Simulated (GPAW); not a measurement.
# A GW chain in GPAW: LiNbO3 (R3c)

How does a plane-wave GW calculation on LiNbO3 (R3c) run from the first input to the gap?

Calculated with GPAW 26.7.0; PBE and many-body steps on it, plane waves.

This is a report of a sequence of runs, with most program output left out.

**1. The starting structure**

The structure is trigonal, space group R3c (No. 161). The conventional cell has a = 5.152 Å, b = 5.152 Å, c = 13.869 Å, α = 90.00°, β = 90.00°, γ = 120.00°. Nearest to Li lie 6 O at 2.07 to 2.24 Å. Nearest to Nb lie 6 O at 1.88 to 2.13 Å. Nearest to O lie 2 Nb at 1.88 to 2.13 Å and 2 Li at 2.07 to 2.24 Å. Farther neighbours and most contacts between anions are not listed.

The cell and positions come from the Crystallography Open Database and are kept as given unless a step says otherwise.

**2. Ground state**

This step: GPAW 26.7.0; DFT, PBE, plane waves, PAW.

The ground-state density comes first.

run.py

```python
import json
import numpy as np
from gpaw.mpi import world
from ase import Atoms
from gpaw import GPAW, PW, FermiDirac

atoms = Atoms(['Li', 'Li', 'Nb', 'Nb', 'O', 'O', 'O', 'O', 'O', 'O'],
    cell=[[2.5758000000, 1.4871388234, 4.6230000000],
      [-2.5758000000, 1.4871388234, 4.6230000000],
      [0.0000000000, -2.9742776468, 4.6230000000]],
    scaled_positions=[[0.2815000000, 0.2815000000, 0.2815000000],
      [0.7815000000, 0.7815000000, 0.7815000000],
      [0.0000550000, 0.0000550000, 0.0000550000],
      [0.5000550000, 0.5000550000, 0.5000550000],
      [0.1123100000, 0.3583600000, 0.7195900000],
      [0.7195900000, 0.1123100000, 0.3583600000],
      [0.3583600000, 0.7195900000, 0.1123100000],
      [0.2195900000, 0.8583600000, 0.6123100000],
      [0.8583600000, 0.6123100000, 0.2195900000],
      [0.6123100000, 0.2195900000, 0.8583600000]],
    pbc=(True, True, True))
calc = GPAW(mode=PW(600),
    xc='PBE',
    kpts={'size': (6, 6, 6), 'gamma': True},
    occupations=FermiDirac(0.001),
    nbands=-11,
    convergence={'density': 1e-6, 'bands': -3},
    maxiter=100,
    txt='gs.txt')
atoms.calc = calc
res = {'energy': atoms.get_potential_energy()}
kpts = calc.get_ibz_k_points()
res['kpts'] = kpts
res['eigenvalues'] = [calc.get_eigenvalues(kpt=k) for k in range(len(kpts))]
res['n_electrons'] = calc.get_number_of_electrons()
calc.write('gs.gpw')

if world.rank == 0:
    with open('result.json', 'w') as f:
        json.dump(res, f, default=lambda x: x.tolist())
```

The run is started by

```console
$ mpirun -n 4 gpaw python run.py
```

The job ended after 47 s (4 MPI ranks of Intel Xeon Platinum 8488C (Sapphire Rapids), shared host; peak memory 1.1 GiB).

This step gave:

```
total energy               : -81.2486 eV
gap                        : 3.585 eV
k of the valence top       : 0.1667, 0.1667, 0.1667
k of the conduction bottom : 0.1667, 0.1667, 0
least direct gap           : 3.598 eV
```

The gap is indirect, with the least direct gap 0.013 eV higher.

**3. Empty states on the mesh, 4×4×4 mesh, 95 bands**

The sums over transitions need many empty states on a uniform mesh; this step solves for them.

run.py

```python
import json
import numpy as np
from gpaw.mpi import world
from gpaw import GPAW

calc = GPAW('gs.gpw').fixed_density(kpts={'size': (4, 4, 4), 'gamma': True},
    nbands=110,
    convergence={'bands': 95},
    txt='nscf.txt')
calc.write('full.gpw', mode='all')
res = {}
kpts = calc.get_ibz_k_points()
res['kpts'] = kpts
res['eigenvalues'] = [calc.get_eigenvalues(kpt=k) for k in range(len(kpts))]
res['n_electrons'] = calc.get_number_of_electrons()

if world.rank == 0:
    with open('result.json', 'w') as f:
        json.dump(res, f, default=lambda x: x.tolist())
```

The run is started by

```console
$ mpirun -n 4 gpaw python run.py
```

Wall time 30 s (4 MPI ranks); peak memory 1.2 GiB; 2 min of CPU time.

Numbers from this step:

```yaml
gap: 3.594 eV
k_of_the_valence_top: 0, 0, 0
k_of_the_conduction_bottom: 0.5, 0.25, 0
least_direct_gap: 3.598 eV
k_points_computed: 14
lowest_point_of_the_top_converged_band_above_the_valence_top: 36.26 eV
```

On this mesh the gap is 3.594 eV.

**4. Screening and self-energy, 4×4×4 mesh, 85 bands, screening to 50 eV**

G0W0 replaces the xc potential by the self-energy, built once from these orbitals. Only a window of levels is corrected, while the sums run over the empty bands that the input names.

This step: G0W0 on PBE, plane waves, PAW.

run.py

```python
import json
import numpy as np
from gpaw.mpi import world
from gpaw.response.g0w0 import G0W0

gw = G0W0('full.gpw',
    filename='gw',
    kpts=[0, 9],
    bands=(30, 34),
    ecut=50,
    nbands=85,
    integrate_gamma='WS',
    ppa=True)
gw.calculate()
res = {mode: {k: v for k, v in r.items() if k != 'sigma_eskwn'}
       for mode, r in gw.all_results.items()}

if world.rank == 0:
    with open('result.json', 'w') as f:
        json.dump(res, f, default=lambda x: x.tolist())
```

The run is started by

```console
$ mpirun -n 4 gpaw python run.py
```

The job ended after 1.9 min (4 MPI ranks; peak memory 2.5 GiB).

This step gave:

* G0W0 gap on the points computed: 5.641 eV
* least direct G0W0 gap on the computed points: 5.650 eV
* Z at the valence top: 0.7742
* Z at the conduction bottom: 0.8177
* starting gap on the mesh: 3.594 eV
* k of the valence top: 0, 0, 0
* k of the conduction bottom: 0.5, 0.25, 0

The gap on the mesh goes from 3.59 eV to 5.64 eV, a correction of +2.05 eV.

Limits: finite bands, cutoff and mesh; no spin-orbit coupling. v1 is the top filled band, c1 the lowest empty one. The levels before and after the correction (eV, zero at the valence-band top of each column):

```tsv
	conduction bottom	valence top
Kohn-Sham	3.59	0.00
G0W0	5.64	0.00
```

```tsv
	level	energy (eV)
Kohn-Sham	Γ v2-v1	0.000
Kohn-Sham	Γ c1-c2	3.598
Kohn-Sham	(0.5 0.25 0) v2	-0.301
Kohn-Sham	(0.5 0.25 0) v1	-0.109
Kohn-Sham	(0.5 0.25 0) c1	3.594
Kohn-Sham	(0.5 0.25 0) c2	4.073
G0W0	Γ v2-v1	0.000
G0W0	Γ c1-c2	5.650
G0W0	(0.5 0.25 0) v2	-0.326
G0W0	(0.5 0.25 0) v1	-0.142
G0W0	(0.5 0.25 0) c1	5.641
G0W0	(0.5 0.25 0) c2	6.137
```

**5. Where the time went**

Times are wall times on 4 MPI ranks of Intel Xeon Platinum 8488C (Sapphire Rapids), shared host, good to a factor of about two.

```tsv
step	time	share	memory (GiB)
ground state	47 s	25 %	1.1
empty states on the mesh	30 s	16 %	1.2
screening and self-energy	1.9 min	59 %	2.5
```

**6. Summary of results**

| Property | Result |
| --- | --- |
| PBE gap | 3.58 eV, indirect (only 13 meV under the direct gap) |
| G0W0 gap on the mesh | 5.64 eV |
| GW settings | 4×4×4 mesh, 85 bands, screening to 50 eV, Godby-Needs plasmon pole |
| known limits | not at the basis limit; no spin-orbit coupling |

What this shows: G0W0 moves the gap on the mesh from 3.59 eV to 5.64 eV (+2.05 eV), with Z of 0.77 and 0.82 at the edges. Only 2 of the mesh's irreducible points were corrected, so a valley elsewhere could overtake. The dearest step here is «screening and self-energy». Bands and cutoff are finite, so the gap is not at the basis limit. The miss can reach some tenths of an eV and take either sign; the mesh is an error of its own. These stock PAW sets were not made for GW. In the G0W0 run levels were corrected at 2 k points alone, so a gap called «on the mesh» is the least over those, and an edge elsewhere would be missed. The many-body steps are scalar-relativistic: spin-orbit coupling is not in them.

[Paths, hosts, dates, memory and timing lines, banners, echoed tables and standing remarks are left out of the program output.]

[Logs are printed without paths, hosts, clocks, repeated set-up lines and the standing remarks that a program may print on its own settings, such as how far it seeks lower states.]

[Runs of the session that timed out or met a known fault of the program may be left out.]

[Hosts, paths, dates, database ids (printed as entryN), source tags and the programs' standing remarks are cut or masked in the printed files.]
